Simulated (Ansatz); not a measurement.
**SiTe2 monolayer (1T): the cell at rest**

Wanted: the relaxed cell of SiTe2 monolayer (1T).

Program: Ansatz 0.2.0. Level of theory: DFT LDA, scalar-relativistic, plane waves, PAW; PAW set soft_1. Results are calculated unless marked as measured.

### 1. Starting point

The cell holds 3 atoms: 1 Si and 2 Te. Its edges and angles: a = 3.680 Å, b = 3.680 Å, c = 20.000 Å, α = 90.0°, β = 90.0°, γ = 120.0°. Vacuum lies along c.

### 2. A coarse first look

A quick single point on a coarse mesh tells whether the cell has a gap and how far it is from rest, which sets the k mesh and smearing that follow.

The program solves this slab on a cell height of its own, 30.4 Å, in place of the one typed.

File input.yaml:

```yaml
crystal:
  lattice:
    - [3.68, 0.0, 0.0]
    - [-1.84, 3.18697, 0.0]
    - [0.0, 0.0, 20.0]
  atoms:
    - { symbol: Si, position: [0.0, 0.0, 0.5] }
    - { symbol: Te, position: [0.333333, 0.666667, 0.5828] }
    - { symbol: Te, position: [0.666667, 0.333333, 0.4172] }
  periodic: [true, true, false]
kpoints:
  mp_grid: { grid: [6, 6, 1] }
hamiltonian:
  xc: lda
  pseudopotentials: { kind: paw, azcp: { folder: soft_1 }, xc_functional: pbe }
scf:
  occupations: { method: gaussian, width: 0.1 }
output:
  forces: true
  stress: true
  eigenvalues: true
```

Command:

```console
$ ansatz run input.yaml --threads 8 --pin off --max-ram 16384MiB --backend cpu --events-out ev --progress --plain --runs-dir out
```

Numbers of over 12 decimals in the logs are rounded to 6 here.

The program printed:

```text
[...]
--- Band table (eV; the first three rows and the last of 7) ---
  k-point 0: bands = [... 14 lower, -5.1950, -5.1950, -4.6446, -4.6446, -3.2862, -1.4592, -1.4484, -1.4484]
  k-point 1: bands = [... 14 lower, -7.0532, -6.2965, -6.2027, -4.5579, -3.1028, -1.6774, -0.9630, -0.5203]
  k-point 2: bands = [... 14 lower, -8.3148, -7.1760, -6.4507, -5.1374, -4.8130, -1.5368, -1.3646, -0.4385]
  k-point 6: bands = [... 14 lower, -9.5830, -9.4979, -6.5731, -6.5731, -4.5544, -1.0490, -1.0490, -0.5062]
[key lines of the parts left out:]
SCF converged after 7 iterations
Free energy (F): -14262.971994 eV
Fermi energy:    -4.751544 eV
P = ½ c Tr σ = 0.2428 N/m
```

Wall time 1.1 s (8 threads of Arm Neoverse V1, shared host); peak memory 0.6 GiB.

This step gave:

| Item | Value |
| --- | --- |
| gap on the k-mesh | 0 eV |
| area per atom | 3.909 Å² |

The coarse mesh shows no gap.

### 3. Relaxation

The cell and atoms are relaxed, since residual forces and stress would shift the frequencies.

The program solves this slab on a cell height of its own, 30.4 Å, in place of the one typed.

Changes to input.yaml since step 2:

```diff
@@ -11,3 +11,3 @@
 kpoints:
-  mp_grid: { grid: [6, 6, 1] }
+  mp_grid: { grid: [15, 15, 1] }
 hamiltonian:
@@ -21 +21,6 @@
   eigenvalues: true
+relax:
+  adjacent_minimum: "off"
+  f_tol: 0.005
+  max_steps: 80
+  cell: { stress_2d_tol: 0.02 }
```

The program printed:

```text
[...]
Crystal: 3 atoms, lattice volume = 356.814 Å³
Basis set: ecut = 420 eV, 6989 PW (Γ)
Bands: 22, of which v1, the nominal top of the filled ones, is band 18 counted from 1 (17 counted from 0)
Symmetry: 12 space group operations
[...]
k-points: 27 of 225
[...]
SCF iter   7: F=-14262.947983 eV  HF=-14262.947983 eV  |F-HF|=1.35e-8  |Δ(HF+E_count)|=   6.74e-7  Δρ=2.58e-6  dr2=2.52e-8  ethr=2.78e-10  ⟨swp⟩=15.2  Hψ=4102  notcnv=0
SCF 1 converged in 7 iterations: F = -14262.947983 eV  dr2 = 2.52e-8
[...]
relax step   1: F+E_penalty+E_count = -14262.94798295 eV  Δ(F+E_penalty+E_count) = +0.000e0 eV  max|allowed force component| = 3.766e-1 eV/Å  Δτ_max = 0.0000 Å  P = +0.571 N/m  Ω = 356.814 Å³  fix = [c, alpha, beta]  reactions: c +0.000 N/m  (7 SCF iters, dr2 threshold 1.00e-7 eV, accepted)
Crystal: 3 atoms, lattice volume = 371.602 Å³
Basis set: ecut = 420 eV, 7313 PW (Γ)
[...]
SCF iter   6: F=-14262.850474 eV  HF=-14262.850474 eV  |F-HF|=1.29e-7  |Δ(HF+E_count)|=   6.27e-7  Δρ=6.05e-6  dr2=1.63e-7  ethr=8.33e-10  ⟨swp⟩=14.7  Hψ=4068  notcnv=0
the search or the solves at the SCF's close seem to have found levels that the self-consistency loop had missed (the run counts 1). By its estimate they hold under 1e-12 electrons; where the run keeps them, the occupations were computed again with them
SCF 2 converged in 6 iterations: F = -14262.850474 eV  dr2 = 1.63e-7
relax step   2: F+E_penalty+E_count = -14262.85047391 eV  Δ(F+E_penalty+E_count) = +9.751e-2 eV  max|allowed force component| = 1.119e0 eV/Å  Δτ_max = 0.1567 Å  P = +0.504 N/m  Ω = 371.602 Å³  energy of the carried Pulay correction = -8.028e-4 eV  fix = [c, alpha, beta]  (6 SCF iters, dr2 threshold 3.00e-7 eV, rejected (line search))
Crystal: 3 atoms, lattice volume = 362.882 Å³
Basis set: ecut = 420 eV, 7109 PW (Γ)
[...]
SCF iter  11: F=-14262.969146 eV  HF=-14262.969146 eV  |F-HF|=4.00e-11  |Δ(HF+E_count)|=  3.82e-11  Δρ=3.34e-10  dr2=3.32e-16  ethr=1.00e-12  ⟨swp⟩=4.0  Hψ=2226  notcnv=0
SCF 3 converged in 11 iterations: F = -14262.969146 eV  dr2 = 3.32e-16
relax step   3: F+E_penalty+E_count = -14262.96914625 eV  Δ(F+E_penalty+E_count) = -2.116e-2 eV  max|allowed force component| = 2.369e-3 eV/Å  Δτ_max = 0.0449 Å  P = +0.123 N/m  Ω = 362.882 Å³  energy of the carried Pulay correction = -3.360e-4 eV  fix = [c, alpha, beta]  reactions: c +0.000 N/m  (11 SCF iters, accepted)
[...]
relax step   4: F+E_penalty+E_count = -14262.96921286 eV  Δ(F+E_penalty+E_count) = -6.662e-5 eV  max|allowed force component| = 6.595e-3 eV/Å  Δτ_max = 0.0016 Å  P = +0.049 N/m  Ω = 363.484 Å³  energy of the carried Pulay correction = -3.689e-4 eV  fix = [c, alpha, beta]  reactions: c +0.000 N/m  (4 SCF iters, dr2 threshold 2.14e-8 eV, accepted)
[...]
relax step   5: F+E_penalty+E_count = -14262.96921440 eV  Δ(F+E_penalty+E_count) = -1.539e-6 eV  max|allowed force component| = 5.353e-5 eV/Å  Δτ_max = 0.0003 Å  P = +0.003 N/m  Ω = 363.758 Å³  energy of the carried Pulay correction = -3.838e-4 eV  fix = [c, alpha, beta]  reactions: c +0.000 N/m  (4 SCF iters, dr2 threshold 3.39e-9 eV, accepted)
[...]
SCF iter   1: F=—  HF=-14262.969395 eV  |F-HF|=—  |Δ(HF+E_count)|=         —  Δρ=2.24e-5  dr2=1.31e-7  ethr=7.89e-7  ⟨swp⟩=5.4  Hψ=7360  notcnv=0
eigensolver tolerance schedule: the retry pair's looser diagonalisation over-reported the residual by 2161.02 of it (diagonalisation noise at 1.22 of the residual, at the tolerance the schedule requests for it); recorded, not acted on — ethr = c·dr2/N_el stays at c = 1.0e-1
[...]
SCF iter   2: F=—  HF=-14262.969599 eV  |F-HF|=—  |Δ(HF+E_count)|=   2.04e-4  Δρ=3.82e-6  dr2=4.40e-8  ethr=3.65e-10  ⟨swp⟩=5.5  Hψ=2022  notcnv=0
[...]
SCF iter   6: F=-14262.969599 eV  HF=-14262.969599 eV  |F-HF|=6.66e-10  |Δ(HF+E_count)|=   6.59e-9  Δρ=1.05e-8  dr2=3.31e-13  ethr=1.00e-12  ⟨swp⟩=15.1  Hψ=4323  notcnv=0
SCF 6 converged in 6 iterations: F = -14262.969599 eV  dr2 = 3.31e-13
relax step   6: F+E_penalty+E_count = -14262.96959900 eV  Δ(F+E_penalty+E_count) = -3.846e-4 eV  max|allowed force component| = 2.032e-5 eV/Å  Δτ_max = 0.0000 Å  P = +0.003 N/m  Ω = 363.758 Å³  fix = [c, alpha, beta]  reactions: c +0.000 N/m  stress off target by 2.62e-3 N/m on what of the cell is left free  SCF on the basis re-selected at this cell (its energy is not comparable with the rows above)  (6 SCF iters)
basis re-selected at this cell: Δ(F+E_penalty+E_count) = -3.846e-4 eV, ΔP = -0.000 N/m vs the last step (what re-selecting the basis moved, of the pressure what is left beyond the Pulay correction that the steps carried, after the strain that the cell walked since its last selection, with what the two solves' SCF thresholds leave and, on support functions, any second-order correction that the steps lacked; it is no m [...]
SCF converged after 6 iterations
Free energy (F): -14262.969599 eV
[...]
Internal energy: -14262.961694 eV  (E = F + TS)
E sigma→0 (E₀):  -14262.965646 eV
Entropy (-TS):   -0.007905 eV (-2.635 meV/atom)
Fermi energy:    -5.029440 eV
[...]
--- Forces (eV/Å), atoms counted from 1 ---
  atom   1  Si     0.00000000     0.00000000     0.00000000
  atom   2  Te    -0.00000000     0.00000000    -0.00002032
  atom   3  Te     0.00000000    -0.00000000     0.00002032
  max |Σ_I F_I| component: 3.39e-21 eV/Å
--- 2D stress c σ (N/m, compression-positive) ---
        0.002619      -0.000000      -0.000000
       -0.000000       0.002619       0.000000
       -0.000000       0.000000       0.000000
  P = ½ c Tr σ = 0.0026 N/m
--- Band table (eV; the first three rows and the last of 27) ---
  k-point 0: bands = [... 14 lower, -5.5156, -5.5156, -4.9224, -4.9224, -3.4986, -1.7765, -1.6173, -1.6173]
  k-point 1: bands = [... 14 lower, -6.2216, -5.7974, -5.2460, -4.7806, -3.0754, -1.8613 (-1.8613°), -1.5471, -1.3441]
  k-point 2: bands = [... 14 lower, -6.9571, -6.2761, -6.0480, -4.7113, -2.9512, -1.9226, -1.3128, -0.7405]
  k-point 26: bands = [... 14 lower, -9.6908, -9.5337, -6.5322, -6.5322, -4.4316, -0.9582, -0.9582, -0.4132]
  ° read free of the cell's end (the report's vacuum.weakly_bound_levels)
--- Relaxed structure (5 steps of the walk, 4 accepted, 1 SCFs on fresh bases) ---
  F+E_penalty+E_count = -14262.96959900 eV   max|allowed force component| = 2.032e-5 eV/Å   (the final SCF, on the basis selected at the relaxed cell)
  cell:  # Å, volume = 363.7581 Å³
    - [3.715634, 0.0, 0]
    - [-1.857817, 3.217833, 0]
    - [0, 0, 30.424]
  atoms:
    - { symbol: Si, position: [0, 0, 0.328688] }
    - { symbol: Te, position: [0.333333, 0.666667, 0.381598] }
    - { symbol: Te, position: [0.666667, 0.333333, 0.275777] }
```

Wall time 16 s (8 threads); peak memory 0.89 GiB.

Relaxation path:

| step | energy less that of the first step (eV) | largest force component (eV/Å) | volume (Å³) |
| --- | --- | --- | --- |
| 1 | 0.0000 | 0.3766 | 356.81 |
| 2 | 0.0975 | 1.1195 | 371.60 |
| 3 | -0.0212 | 0.0024 | 362.88 |
| 4 | -0.0212 | 0.0066 | 363.48 |
| 5 | -0.0212 | 0.0001 | 363.76 |
| 6* | -0.0216 | 0.0000 | 363.76 |

Relaxation steps marked * repeat the geometry before them on a plane-wave basis chosen anew for their cell, so energy and pressure can jump there. Relaxation step 2 was tried and not accepted.

The run keeps the 12 symmetry operations that it works with, so distortions that break them were not tested.

| cell as run | before | after | change |
| --- | --- | --- | --- |
| a (Å) | 3.680 | 3.716 | +1.0 % |
| b (Å) | 3.680 | 3.716 | +1.0 % |

The atoms that moved most (Å, along periodic axes as changes of fractional coordinates times the final cell, across vacuum about the mean position):

| atom | dx | dy | dz | length |
| --- | --- | --- | --- | --- |
| Te3 | 0.000 | 0.000 | 0.046 | 0.046 |
| Te2 | 0.000 | 0.000 | -0.046 | 0.046 |

Final coordinates:

```xyz
3
Lattice="3.7156 0.0000 0.0000 -1.8578 3.2178 0.0000 0.0000 0.0000 30.4240" Properties=species:S:1:pos:R:3
Si    0.0000    0.0000   10.0000
Te    0.0000    2.1452   11.6097
Te    1.8578    1.0726    8.3903
```

Numbers from this step:

| Item | Value |
| --- | --- |
| area per atom | 3.985 Å² |

The relaxation ends with a largest force component of 2.0e-5 eV/Å.

### 4. Relaxing to small forces for the phonons

Phonons need a cell at rest on their own settings, so the relaxation is repeated with tight tolerances on forces and stress on the k mesh and occupations of the first response run.

File input.yaml:

```yaml
crystal:
  lattice:
    - [3.7156335798, 0.0, 0.0]
    - [-1.8578167899, 3.2178330712, 0.0]
    - [0.0, 0.0, 30.424]
  atoms:
    - { symbol: Si, position: [0.0, 0.0, 0.328687878] }
    - { symbol: Te, position: [0.3333333333, 0.6666666667, 0.3815982808] }
    - { symbol: Te, position: [0.6666666667, 0.3333333333, 0.2757774752] }
  periodic: [true, true, false]
kpoints:
  mp_grid: { grid: [18, 18, 1] }
hamiltonian:
  xc: lda
  pseudopotentials: { kind: paw, azcp: { folder: soft_1 }, xc_functional: pbe }
scf:
  occupations: { method: methfessel_paxton, width: 0.2 }
output:
  forces: true
  stress: true
  eigenvalues: true
  write_density: true
  write_potential: true
  elf: true
  volumetric_format: npy
relax:
  adjacent_minimum: "off"
  f_tol: 0.001
  max_steps: 60
  cell: { stress_2d_tol: 0.002 }
```

The program printed:

```text
[...]
Crystal: 3 atoms, lattice volume = 363.758 Å³
Basis set: ecut = 420 eV, 7145 PW (Γ)
Bands: 22, of which v1, the nominal top of the filled ones, is band 18 counted from 1 (17 counted from 0)
Symmetry: 12 space group operations
[...]
k-points: 37 of 324
[...]
° read free of the cell's end (the report's vacuum.weakly_bound_levels)
--- Relaxed structure (5 steps of the walk, 4 accepted, 1 SCFs on fresh bases) ---
[...]
cell:  # Å, volume = 363.4710 Å³
    - [3.714167, 0.0, 0]
    - [-1.857083, 3.216563, 0]
    - [0, 0, 30.424]
  atoms:
    - { symbol: Si, position: [0, 0, 0.328687878] }
    - { symbol: Te, position: [0.333333, 0.666667, 0.381623] }
    - { symbol: Te, position: [0.666667, 0.333333, 0.275753] }
[key lines of the parts left out:]
SCF converged after 8 iterations
Free energy (F): -14262.968195 eV
Fermi energy:    -4.994572 eV
P = ½ c Tr σ = 0.0000 N/m
```

The job ended after 17 s (8 threads; peak memory 0.91 GiB).

Little changed from the start: no atom moved by 0.005 Å and no cell edge by 0.1 %.

This step gave:

```
area per atom : 3.982 Å²
```

ELF in the ac plane at fractional y = 0.000, with atoms of Si within 0.2 Å of it. It is the smooth field of the valence electrons, not physical close to the nuclei.

Values, 24 rows by 14 columns, each cell a mean:
```
0.00 0.00 0.00 0.00 0.00 0.00 0.00 0.00 0.00 0.00 0.00 0.00 0.00 0.00
0.00 0.00 0.00 0.00 0.00 0.00 0.00 0.00 0.00 0.00 0.00 0.00 0.00 0.00
0.00 0.00 0.00 0.00 0.00 0.00 0.00 0.00 0.00 0.00 0.00 0.00 0.00 0.00
0.00 0.00 0.00 0.00 0.00 0.00 0.00 0.00 0.00 0.00 0.00 0.00 0.00 0.00
0.00 0.00 0.00 0.00 0.00 0.00 0.00 0.00 0.00 0.00 0.00 0.00 0.00 0.00
0.00 0.00 0.00 0.00 0.00 0.00 0.00 0.00 0.00 0.00 0.00 0.00 0.00 0.00
0.00 0.00 0.00 0.00 0.00 0.00 0.00 0.00 0.00 0.00 0.00 0.00 0.00 0.00
0.00 0.00 0.00 0.00 0.00 0.00 0.00 0.00 0.00 0.00 0.00 0.00 0.00 0.00
0.00 0.00 0.00 0.00 0.00 0.00 0.00 0.00 0.00 0.00 0.00 0.00 0.00 0.00
0.00 0.00 0.00 0.00 0.00 0.00 0.00 0.00 0.00 0.00 0.00 0.00 0.00 0.00
0.00 0.00 0.00 0.00 0.00 0.00 0.00 0.00 0.00 0.00 0.00 0.00 0.00 0.00
0.00 0.00 0.00 0.00 0.00 0.00 0.00 0.00 0.00 0.00 0.00 0.00 0.00 0.00
0.00 0.00 0.00 0.01 0.01 0.02 0.03 0.03 0.03 0.02 0.01 0.01 0.00 0.00
0.02 0.02 0.05 0.13 0.25 0.37 0.45 0.47 0.43 0.34 0.22 0.10 0.04 0.02
0.09 0.12 0.20 0.39 0.54 0.60 0.61 0.60 0.61 0.60 0.52 0.33 0.18 0.11
0.45 0.48 0.58 0.64 0.59 0.49 0.40 0.38 0.42 0.51 0.61 0.63 0.55 0.47
0.47 0.49 0.58 0.64 0.59 0.47 0.37 0.35 0.40 0.50 0.61 0.63 0.56 0.48
0.11 0.14 0.22 0.41 0.55 0.60 0.59 0.59 0.60 0.59 0.52 0.34 0.20 0.13
0.02 0.03 0.06 0.15 0.28 0.41 0.49 0.51 0.47 0.37 0.25 0.11 0.05 0.02
0.00 0.00 0.00 0.01 0.02 0.03 0.04 0.04 0.04 0.02 0.01 0.01 0.00 0.00
0.00 0.00 0.00 0.00 0.00 0.00 0.00 0.00 0.00 0.00 0.00 0.00 0.00 0.00
0.00 0.00 0.00 0.00 0.00 0.00 0.00 0.00 0.00 0.00 0.00 0.00 0.00 0.00
0.00 0.00 0.00 0.00 0.00 0.00 0.00 0.00 0.00 0.00 0.00 0.00 0.00 0.00
0.00 0.00 0.00 0.00 0.00 0.00 0.00 0.00 0.00 0.00 0.00 0.00 0.00 0.00
```
Columns run along a (3.7 Å), rows up along c (30.4 Å). Atoms in or near the plane, at fractional coordinates: Si at (0.00, 0.33).

Valence density in the ac plane at fractional y = 0.000, with atoms of Si within 0.2 Å of it. It is the smooth field of the valence electrons, not physical close to the nuclei.

Ten even steps from '0' (0.00 e/Å³) to '9' (0.37 e/Å³), each cell a mean:
```
00000000000000
00000000000000
00000000000000
00000000000000
00000000000000
00000000000000
00000000000000
00000000000000
00000000000000
00000000000000
00000000000000
00000000000000
00000000000000
00000111110000
12235799865322
67887666667887
67887655667887
22345799975322
00000111110000
00000000000000
00000000000000
00000000000000
00000000000000
00000000000000
```
Columns run along a (3.7 Å), rows up along c (30.4 Å). Atoms in or near the plane, at fractional coordinates: Si at (0.00, 0.33).

Electrostatic potential energy in the ac plane at fractional y = 0.000, with atoms of Si within 0.2 Å of it. With pseudopotentials it is smooth inside the atoms' cores, unlike the true potential.

Values in eV, 24 rows by 14 columns, each cell a mean:
```
  0   0   0   0   0   0   0   0   0   0   0   0   0   0
  0   0   0   0   0   0   0   0   0   0   0   0   0   0
  0   0   0   0   0   0   0   0   0   0   0   0   0   0
  0   0   0   0   0   0   0   0   0   0   0   0   0   0
  0   0   0   0   0   0   0   0   0   0   0   0   0   0
  0   0   0   0   0   0   0   0   0   0   0   0   0   0
  0   0   0   0   0   0   0   0   0   0   0   0   0   0
  0   0   0   0   0   0   0   0   0   0   0   0   0   0
  0   0   0   0   0   0   0   0   0   0   0   0   0   0
  0   0   0   0   0   0   0   0   0   0   0   0   0   0
  0   0   0   0   0   0   0   0   0   0   0   0   0   0
  0   0   0   0   0   0   0   0   0   0   0   0   0   0
  0   0   0   0   0   0   0   0   0   0   0   0   0   0
  0   0   0  -1  -1  -1  -1  -1  -1  -1  -1  -1   0   0
 -2  -2  -2  -3  -5  -8 -10 -11 -10  -7  -5  -3  -2  -2
-11 -12 -11  -9  -7  -6  -6  -6  -6  -6  -8 -10 -11 -12
-11 -12 -11 -10  -7  -6  -5  -5  -5  -6  -8 -11 -12 -12
 -2  -2  -3  -4  -5  -8 -10 -11 -10  -7  -5  -3  -2  -2
  0   0   0  -1  -1  -1  -1  -1  -1  -1  -1  -1   0   0
  0   0   0   0   0   0   0   0   0   0   0   0   0   0
  0   0   0   0   0   0   0   0   0   0   0   0   0   0
  0   0   0   0   0   0   0   0   0   0   0   0   0   0
  0   0   0   0   0   0   0   0   0   0   0   0   0   0
  0   0   0   0   0   0   0   0   0   0   0   0   0   0
```
Columns run along a (3.7 Å; values clipped at the 3rd and 97th percentile), rows up along c (30.4 Å). Atoms in or near the plane, at fractional coordinates: Si at (0.00, 0.33).

The largest force component left is 0.015 meV/Å, within the tolerances set.

### 5. What came out

- space group after relaxation (within 0.01 Å): P-3m1
- lattice constant a: 3.714 Å
- lattice constant b: 3.714 Å
- area per atom: 3.98 Å²

In words: The largest force component left is 0.015 meV/Å, within the tolerances set. The relaxation keeps the symmetry of its start, so it says nothing on stability against lower symmetry. Spin-orbit coupling is left out, which can matter for the heavy elements here. The PAW files were made for PBE and serve the other functionals too. The starting cell was built on a prototype and not taken from a measurement.

[Logs are printed without paths, hosts, clocks, repeated set-up lines and the standing remarks that a program may print on its own settings, such as how far it seeks lower states.]

[Hosts, paths, dates, database ids (printed as entryN), source tags and the programs' standing remarks are cut or masked in the printed files.]
